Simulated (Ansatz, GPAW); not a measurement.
## Screening of a field by 1T-SnSTe monolayer

Aim: the dipole that a field along the normal induces in 1T-SnSTe monolayer.

Calculated with GPAW 26.7.0 and Ansatz 0.2.0; Ansatz plane waves; layer without images along its normal, relaxation of atoms and in-plane cell, in the first sound run; inputs show where later runs differ.

Report form: the programs' logs are mostly left out.

## 1. Set-up

The cell holds 3 atoms: 1 Te, 1 Sn and 1 S. Cell: a = 3.742 Å, b = 3.742 Å, c = 18.431 Å, α = 90.0°, β = 90.0°, γ = 120.0°. Vacuum lies along c.

## 2. Relaxing the atoms

Forces are removed first; all later runs use this geometry.

input.yaml reads:

```yaml
crystal:
  lattice:
    - [3.7422765, 0.0, 0.0]
    - [-1.87113825, 3.240906517, 0.0]
    - [0.0, 0.0, 18.4305228466]
  atoms:
    - { symbol: Te, position: [0.6666666667, 0.3333333333, 0.4340625639] }
    - { symbol: Sn, position: [0.0, 0.0, 0.5174077663] }
    - { symbol: S, position: [0.3333333333, 0.6666666667, 0.5659374361] }
  periodic: [true, true, false]
kpoints:
  mp_grid: { grid: [9, 9, 1] }
hamiltonian:
  xc: pbe
scf:
  occupations: { method: fermi_dirac, width: 0.05 }
relax:
  f_tol: 0.01
  max_steps: 90
  cell: {}
```

Launch:

```
ansatz run input.yaml --threads 4 --pin off --max-ram 8192MiB --backend cpu --events-out ev --progress --plain --runs-dir out
```

The job ended after 25 s (4 threads of Intel Xeon 6975P-C (Granite Rapids), shared host; peak memory 0.72 GiB; 85 s of CPU time).

Step by step:

```csv
step,energy less that of the first step (eV),largest force component (eV/Å),volume (Å³)
1,0.0000,5.6611,347.61
2,-1.8073,3.6838,355.73
3,-2.5826,1.2618,356.99
4,-2.6918,0.5194,360.37
5,-2.7346,0.1849,363.39
6,-2.7506,0.0409,372.88
7,-2.7512,0.0163,375.79
8,-2.7512,0.0113,375.78
9,-2.7512,0.0007,375.78
10*,-2.7527,0.0010,375.78
```

Relaxation steps marked * repeat the geometry before them on a plane-wave basis chosen anew for their cell, so energy and pressure can jump there.

Forces are held to the 6 operations that the run works with; a distortion that breaks them can't arise in this run.

```csv
cell as run,before,after,change
a (Å),3.742,3.891,+4.0 %
b (Å),3.742,3.891,+4.0 %
```

The atoms that moved most (Å, along periodic axes as changes of fractional coordinates times the final cell, across vacuum about the mean position):

```csv
atom,dx,dy,dz,length
S3,0.000,0.000,0.473,0.473
Te1,0.000,0.000,-0.420,0.420
Sn2,0.000,0.000,-0.053,0.053
```

The relaxed structure:

```cif
data_structure
_symmetry_space_group_name_H-M 'P 1'
_symmetry_Int_Tables_number 1
_cell_length_a 3.8910
_cell_length_b 3.8910
_cell_length_c 28.6610
_cell_angle_alpha 90.000
_cell_angle_beta 90.000
_cell_angle_gamma 120.000
_cell_volume 375.78
loop_
_atom_site_label
_atom_site_type_symbol
_atom_site_fract_x
_atom_site_fract_y
_atom_site_fract_z
_atom_site_occupancy
Te1 Te 0.66667 0.33333 0.26447 1
Sn2 Sn 0.00000 0.00000 0.33087 1
S3 S 0.33333 0.66667 0.38044 1
```

This step gave:

```
free energy         : -13906.6817 eV
smearing term TS    : 0.006873 eV
symmetry operations : 6
```

The relaxation lowered the energy of the cell by 2.75 eV.

## 3. Plane waves, PBE

The work function is the vacuum plateau of the electrostatic potential less the Fermi level; a dipole layer lets the two faces have plateaus of their own.

This step: GPAW, PAW setups; slab in vacuum (GPAW 26.7.0).

The cell differs from the one that the last finished run ended in (c 28.661 → 19.324 Å).

run.py reads:

```python
import json
import numpy as np
from ase import Atoms
from gpaw import GPAW, PW

slab = Atoms(
    ['Te', 'Sn', 'S'],
    positions=[
        [1.94549, 1.12323, 8.00000],
        [-0.00000, -0.00000, 9.90303],
        [0.00000, 2.24645, 11.32385]],
    cell=[[3.89097, 0.0, 0.0], [-1.94549, 3.36968, -0.0], [0.0, 0.0, 19.3238]],
    pbc=[True, True, False])

slab.calc = GPAW(mode=PW(400), xc='PBE', kpts={'size': (9, 9, 1), 'gamma': True},
                 occupations={'name': 'fermi-dirac', 'width': 0.05}, nbands='200%',
                 convergence={'density': 1e-05}, maxiter=200,
                 poissonsolver={'dipolelayer': 'xy'},
                 symmetry={'tolerance': 1e-3}, txt='slab.txt')
result = {}
energy = slab.get_potential_energy()
fermi = slab.calc.get_fermi_level()
v = slab.calc.get_electrostatic_potential().mean((0, 1)) - fermi
n = slab.calc.get_pseudo_density().mean((0, 1))
L = slab.cell[2, 2]
z = np.arange(len(v)) * L / len(v)
low, high = slab.positions[:, 2].min(), slab.positions[:, 2].max()
below, above = np.interp([low - 5.8, high + 5.8], z, v)
slopes = [np.interp(x, z, np.gradient(v, z)) for x in (low - 5.8, high + 5.8)]
eps = np.array([[slab.calc.get_eigenvalues(k, s) for k in range(len(slab.calc.get_ibz_k_points()))]
                for s in range(slab.calc.get_number_of_spins())]) - fermi
top, bottom = eps[eps < 0].max(), eps[eps > 0].min()
dipole = slab.get_dipole_moment()[2]
print(f'energy {energy:.4f} eV, Fermi level {fermi:.4f} eV, dipole {dipole:.5f} e A')
print(f'potential 5.8 A off the faces, from the Fermi level: lower {below:.4f} eV, upper {above:.4f} eV')
print(f'slope of the potential there: lower {slopes[0]:.5f}, upper {slopes[1]:.5f} eV/A')
print(f'nearest levels on the mesh: {top:.4f} and {bottom:.4f} eV')
print('magnetic moment', round(slab.get_magnetic_moment(), 3))
result.update(energy=energy, fermi=fermi, dipole=dipole, below=below, above=above, slopes=slopes, edges=[top, bottom],
              z=z.tolist(), v=v.tolist(), n=n.tolist(), positions=slab.positions.tolist(),
              forces=slab.get_forces(apply_constraint=False).tolist(), moments=slab.get_magnetic_moments().tolist())
json.dump(result, open('result.json', 'w'))
```

Launch:

```
OMP_NUM_THREADS=1 OPENBLAS_NUM_THREADS=1 python run.py
```

The job ended after 30 s (1 thread; peak memory 0.21 GiB).

Numbers from this step:

| Property | Result |
| --- | --- |
| dipole along the normal | -0.05033 e·Å |
| levels nearest the Fermi level on the mesh | -0.2325, 0.04203 eV from the Fermi level |
| upper work function | 5.514 eV |
| lower work function | 4.824 eV |

Table of electrostatic potential energy of an electron (without an applied field's), less the Fermi level, planar mean by z:

z (Å), electrostatic potential energy of an electron (without an applied field's), less the Fermi level, planar mean (eV) and a bar from the least value:
```
        0        5.2 ##############################
        1        4.8 #############################
        2        4.8 #############################
        3        4.8 #############################
        4        4.8 #############################
        5        4.8 #############################
        6        4.6 #############################
        7        1.5 ########################
        8      -16.1 
        9       -2.6 ###################
       10      -14.0 ###
       11       -8.0 ###########
       12        1.2 ########################
       13        5.3 ##############################
       14        5.5 ##############################
       15        5.5 ##############################
       16        5.5 ##############################
       17        5.5 ##############################
       18        5.5 ##############################
       19        5.5 ##############################
```

Table of pseudo valence density, planar mean by z:

```csv
z (Å),"pseudo valence density, planar mean (e/Å³)"
0.00,0
0.64,0
1.29,0
1.93,0
2.58,0
3.22,3.9e-6
3.86,2.1e-5
4.51,1.3e-4
5.37,0.00148
6.01,0.00909
6.66,0.0533
7.30,0.218
7.94,0.0917
8.59,0.297
9.23,0.306
9.88,1.11
10.52,0.401
11.16,0.318
11.81,0.254
12.45,0.0567
13.10,0.00772
13.74,0.00106
14.60,7.8e-5
15.24,1.1e-5
15.89,2.1e-6
16.53,0
17.18,0
17.82,0
18.46,0
19.11,0
```

The potential is flat to 1.3e-5 eV/Å where it is read, so the vacuum is wide enough. The geometry is the other program's minimum; here the largest force on a free atom is 0.045 eV/Å.

## 4. Field on

A uniform field along the normal polarises the slab; the atoms stay fixed, so this is the electronic response alone.

run.py, as its differences from that of step 3:

```diff
@@ -4,2 +4,3 @@
 from gpaw import GPAW, PW
+from gpaw.external import ConstantElectricField
 
@@ -18,2 +19,3 @@
                  poissonsolver={'dipolelayer': 'xy'},
+                 external=ConstantElectricField(-0.2, [0, 0, 1]),
                  symmetry={'tolerance': 1e-3}, txt='slab.txt')
```

It took 81 s on 1 thread; peak memory 0.31 GiB.

This step gave:

* dipole along the normal: -0.1302 e·Å
* levels nearest the Fermi level on the mesh: -0.2408, 0.04383 eV from the Fermi level
* potential below the slab, the applied field's own ramp left out: 4.226 eV from the Fermi level
* potential above the slab, the applied field's own ramp left out: 6.023 eV from the Fermi level

Electrostatic potential energy of an electron (without an applied field's), less the Fermi level, planar mean against z:

```csv
z (Å),"electrostatic potential energy of an electron (without an applied field's), less the Fermi level, planar mean (eV)"
0.0,5.12
0.5,4.23
1.0,4.23
1.5,4.23
2.0,4.23
2.5,4.23
3.0,4.23
3.5,4.23
4.0,4.23
4.5,4.22
5.0,4.22
5.5,4.18
6.0,4.04
6.5,3.44
7.0,1.04
7.5,-7.03
8.0,-16.5
8.5,-7.86
9.0,-2.77
9.5,-8.94
10.0,-14.0
10.5,-6.25
11.0,-7.74
11.5,-9.02
12.0,1.62
12.5,5.04
13.0,5.81
13.5,5.97
14.0,6.01
14.5,6.02
15.0,6.02
15.5,6.02
16.0,6.02
16.5,6.02
17.0,6.02
17.5,6.02
18.0,6.02
18.5,6.02
19.0,5.87
```

Force by atom:

```csv
atom,x (eV/Å),y (eV/Å),z (eV/Å),size
Te1,0.0000,0.0000,0.0606,0.0606
Sn2,0.0000,0.0000,-0.0800,0.0800
S3,0.0000,0.0000,0.0191,0.0191
```

The dipole is now -0.130 e Å, against -0.050 in the run without a field.

## 5. Field on

run.py, as its differences from that of step 4:

```diff
@@ -19,3 +19,3 @@
                  poissonsolver={'dipolelayer': 'xy'},
-                 external=ConstantElectricField(-0.2, [0, 0, 1]),
+                 external=ConstantElectricField(-0.1, [0, 0, 1]),
                  symmetry={'tolerance': 1e-3}, txt='slab.txt')
```

The job ended after 76 s (1 thread; peak memory 0.31 GiB).

Numbers from this step:

| Property | Result |
| --- | --- |
| dipole along the normal | -0.09009 e·Å |
| levels nearest the Fermi level on the mesh | -0.2367, 0.04291 eV from the Fermi level |
| potential below the slab, the applied field's own ramp left out | 4.524 eV from the Fermi level |
| potential above the slab, the applied field's own ramp left out | 5.768 eV from the Fermi level |

Table of electrostatic potential energy of an electron (without an applied field's), less the Fermi level, planar mean by z:

z (Å), electrostatic potential energy of an electron (without an applied field's), less the Fermi level, planar mean (eV) and a bar from the least value:
```
      0.0        5.1 #############################
      0.5        4.5 ############################
      1.0        4.5 ############################
      1.5        4.5 ############################
      2.0        4.5 ############################
      2.5        4.5 ############################
      3.0        4.5 ############################
      3.5        4.5 ############################
      4.0        4.5 ############################
      4.5        4.5 ############################
      5.0        4.5 ############################
      5.5        4.5 ############################
      6.0        4.3 ############################
      6.5        3.7 ###########################
      7.0        1.3 ########################
      7.5       -6.8 #############
      8.0      -16.3 
      8.5       -7.7 ############
      9.0       -2.7 ##################
      9.5       -8.9 ##########
     10.0      -14.0 ###
     10.5       -6.3 ##############
     11.0       -7.9 ###########
     11.5       -9.2 ##########
     12.0        1.4 ########################
     12.5        4.8 #############################
     13.0        5.6 ##############################
     13.5        5.7 ##############################
     14.0        5.8 ##############################
     14.5        5.8 ##############################
     15.0        5.8 ##############################
     15.5        5.8 ##############################
     16.0        5.8 ##############################
     16.5        5.8 ##############################
     17.0        5.8 ##############################
     17.5        5.8 ##############################
     18.0        5.8 ##############################
     18.5        5.8 ##############################
     19.0        5.7 ##############################
```

Force by atom:

```csv
atom,x (eV/Å),y (eV/Å),z (eV/Å),size
Te1,0.0000,0.0000,0.0528,0.0528
Sn2,0.0000,0.0000,-0.0547,0.0547
S3,0.0000,0.0000,0.0013,0.0013
```

The dipole is now -0.0901 e Å, against -0.050 in the run without a field.

## 6. Field on

run.py, as its differences from that of step 5:

```diff
@@ -19,3 +19,3 @@
                  poissonsolver={'dipolelayer': 'xy'},
-                 external=ConstantElectricField(-0.1, [0, 0, 1]),
+                 external=ConstantElectricField(-0.05, [0, 0, 1]),
                  symmetry={'tolerance': 1e-3}, txt='slab.txt')
```

Elapsed: 74 s, on 1 thread; peak memory 0.31 GiB.

Table of electrostatic potential energy of an electron (without an applied field's), less the Fermi level, planar mean by z:

```csv
z (Å),"electrostatic potential energy of an electron (without an applied field's), less the Fermi level, planar mean (eV)"
0.0,5.16
0.5,4.67
1.0,4.67
1.5,4.67
2.0,4.67
2.5,4.67
3.0,4.67
3.5,4.67
4.0,4.67
4.5,4.67
5.0,4.66
5.5,4.63
6.0,4.48
6.5,3.86
7.0,1.42
7.5,-6.72
8.0,-16.2
8.5,-7.69
9.0,-2.67
9.5,-8.92
10.0,-14.0
10.5,-6.37
11.0,-7.93
11.5,-9.28
12.0,1.31
12.5,4.69
13.0,5.44
13.5,5.60
14.0,5.63
14.5,5.64
15.0,5.64
15.5,5.64
16.0,5.64
16.5,5.64
17.0,5.64
17.5,5.64
18.0,5.64
18.5,5.64
19.0,5.56
```

## 7. Field on

run.py, as its differences from that of step 6:

```diff
@@ -19,3 +19,3 @@
                  poissonsolver={'dipolelayer': 'xy'},
-                 external=ConstantElectricField(-0.05, [0, 0, 1]),
+                 external=ConstantElectricField(0.05, [0, 0, 1]),
                  symmetry={'tolerance': 1e-3}, txt='slab.txt')
```

The job ended after 83 s (1 thread; peak memory 0.31 GiB).

## 8. Field on

run.py, as its differences from that of step 7:

```diff
@@ -19,3 +19,3 @@
                  poissonsolver={'dipolelayer': 'xy'},
-                 external=ConstantElectricField(0.05, [0, 0, 1]),
+                 external=ConstantElectricField(0.1, [0, 0, 1]),
                  symmetry={'tolerance': 1e-3}, txt='slab.txt')
```

The job ended after 69 s (1 thread; peak memory 0.31 GiB).

Electrostatic potential energy of an electron (without an applied field's), less the Fermi level, planar mean against z:

```csv
z (Å),"electrostatic potential energy of an electron (without an applied field's), less the Fermi level, planar mean (eV)"
0,5.19
1,5.13
2,5.13
3,5.13
4,5.12
5,5.11
6,4.92
7,1.80
8,-16.0
9,-2.57
10,-14.1
11,-8.11
12,0.994
13,5.07
14,5.25
15,5.26
16,5.26
17,5.26
18,5.26
19,5.25
```

The dipole is now -0.00987 e Å, against -0.050 in the run without a field.

## 9. In a field

run.py, as its differences from that of step 8:

```diff
@@ -19,3 +19,3 @@
                  poissonsolver={'dipolelayer': 'xy'},
-                 external=ConstantElectricField(0.1, [0, 0, 1]),
+                 external=ConstantElectricField(0.2, [0, 0, 1]),
                  symmetry={'tolerance': 1e-3}, txt='slab.txt')
```

It took 68 s on 1 thread; peak memory 0.31 GiB.

The electrostatic potential energy of an electron (without an applied field's), less the Fermi level, planar mean by z:

```csv
z (Å),"electrostatic potential energy of an electron (without an applied field's), less the Fermi level, planar mean (eV)"
0,5.22
1,5.43
2,5.43
3,5.43
4,5.43
5,5.41
6,5.21
7,2.05
8,-15.8
9,-2.50
10,-14.1
11,-8.24
12,0.786
13,4.82
14,5.00
15,5.01
16,5.01
17,5.01
18,5.01
19,5.04
```

The dipole is now 0.0303 e Å, against -0.050 in the run without a field.

## 10. Field on

run.py, as its differences from that of step 9:

```diff
@@ -19,3 +19,3 @@
                  poissonsolver={'dipolelayer': 'xy'},
-                 external=ConstantElectricField(0.2, [0, 0, 1]),
+                 external=ConstantElectricField(0.3, [0, 0, 1]),
                  symmetry={'tolerance': 1e-3}, txt='slab.txt')
```

The job ended after 76 s (1 thread; peak memory 0.31 GiB).

Table of electrostatic potential energy of an electron (without an applied field's), less the Fermi level, planar mean by z:

```csv
z (Å),"electrostatic potential energy of an electron (without an applied field's), less the Fermi level, planar mean (eV)"
0,5.25
1,5.73
2,5.73
3,5.73
4,5.73
5,5.72
6,5.50
7,2.30
8,-15.6
9,-2.44
10,-14.1
11,-8.36
12,0.579
13,4.58
14,4.75
15,4.76
16,4.76
17,4.76
18,4.76
19,4.84
```

The dipole is now 0.0705 e Å, against -0.050 in the run without a field.

## 11. The series

The members are put on one axis.

This step: induced dipole against applied field (GPAW 26.7.0).

The dipole along the normal by field:

```csv
field (V/Å),dipole along the normal (e·Å)
-0.200,-0.130
-0.100,-0.0901
-0.050,-0.0701
0.000,-0.0503
0.050,-0.0299
0.100,-0.00987
0.200,0.0303
0.300,0.0705
```

## 12. Summary of results

```yaml
work_function_upper_and_lower_face: 5.514 and 4.824 eV
dipole_along_the_normal: -0.0503 e Å
induced_dipole_per_field: 0.401 e Å per V/Å
out_of_plane_polarisability_per_area_alpha_eps_0_a: 5.54 Å
```

In words: The field induces 0.401 e Å per V/Å, a polarisable thickness α/(ε0 A) of 5.54 Å beside 3.32 Å between the outermost nuclei. A perfect conductor would give the distance between its two image planes; a dielectric of thickness t gives t(1 - 1/ε). The two faces differ by 0.69 eV, the step that the slab's dipole makes (e p/(ε0 A) gives 0.69 eV), so the dipole layer is needed. The induced dipole is linear in the field over this range. The starting lattice was a guess from atomic radii; the relaxation moved it by 4 %. The layer's cell and atoms come from the relaxation; spin-orbit coupling and temperature are left out.

[Logs are printed without paths, hosts, clocks, repeated set-up lines and the standing remarks that a program may print on its own settings, such as how far it seeks lower states.]

[Hosts, paths, dates, database ids (printed as entryN), source tags and the programs' standing remarks are cut or masked in the printed files.]
